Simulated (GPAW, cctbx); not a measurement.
## BaMg2V2: what bonding does to one electron reflection, worked out

BaMg2V2, P-3m1 (no. 164), a = 3.1898 Å, b = 3.1898 Å, c = 13.3524 Å, α = 90.00°, β = 90.00°, γ = 120.00°.

| atom | mult. | x | y | z |
| --- | --- | --- | --- | --- |
| Ba1 | 1 | 0 | 0 | 0 |
| V1 | 2 | 1/3 | 2/3 | 0.2291 |
| Mg1 | 2 | 1/3 | 2/3 | 0.5988 |

The cell comes from substitution in a known structure type and wasn't matched to any measured phase.

A DFT run (GPAW, PBE, 450 eV, 8×8×2 k-points (along the axes of the calculation cell), Fermi–Dirac width 0.1 eV, spin-polarised) gives the static X-ray structure factor of 001 as 42.033 e for the conventional cell; superposed free atoms give 41.895 e. **Problem.** Find the Fourier component V of the crystal potential and the two-beam extinction distance at 120 kV in both cases.

**1. Geometry**

The cell volume is Ω = 117.65 Å³ and d(001) = 13.3524 Å, so g = 1/d = 0.0749 Å⁻¹.

**2. The nuclei**

Electrons feel nuclei as well as electrons, so the nuclear charges are summed with the same phases.

Phase sums Σ exp(2πi h·x), turned so that the total is real and positive: Ba +1.000, V +0.262, Mg -1.627. Then F_Z = 56 × (+1.000) + 23 × (+0.262) + 12 × (-1.627) = 42.49 e. The electron term has the same sign for this reflection.

**3. Mott–Bethe**

Poisson's equation, term by term, gives V = (e/4πε₀)(F_Z − F)/(πΩg²), with e/4πε₀ = 14.3996 V Å.

The prefactor is 14.3996 × 13.3524²/(π × 117.65) = 6.94560 V per electron. Free atoms: (42.49 − 41.895) × 6.94560 = 4.155 V. Crystal: (42.49 − 42.033) × 6.94560 = 3.196 V. F changes by +0.33 % and V by -23.1 %: the same 0.14 e is measured against F_Z − F = 0.6 e in place of F = 41.9 e.

**4. Extinction distance**

In the two-beam case ξ = 1/(λU) with U = 2γm₀eV/h², that is ξ = 150.41 V Å²/(γλV).

At 120 kV, λ = 0.03349 Å and γ = 1.2348. Free atoms: ξ = 875 Å. Crystal: ξ = 1138 Å. The thickness fringes go as sin²(πt/ξ), so the two patterns slip by a quarter of a period when t|1/ξ₁ − 1/ξ₀| = 1/4, at t ≈ 95 nm. Thermal motion, absorption and many-beam coupling, left out here, change a real pattern.

**5. Answer**

V(001) is 3.20 V against 4.15 V, and ξ is 1138 against 875 Å. Limits: static atoms, two beams; a ferromagnetic start is the only order tried, and the real ground state may be antiferromagnetic or insulating.
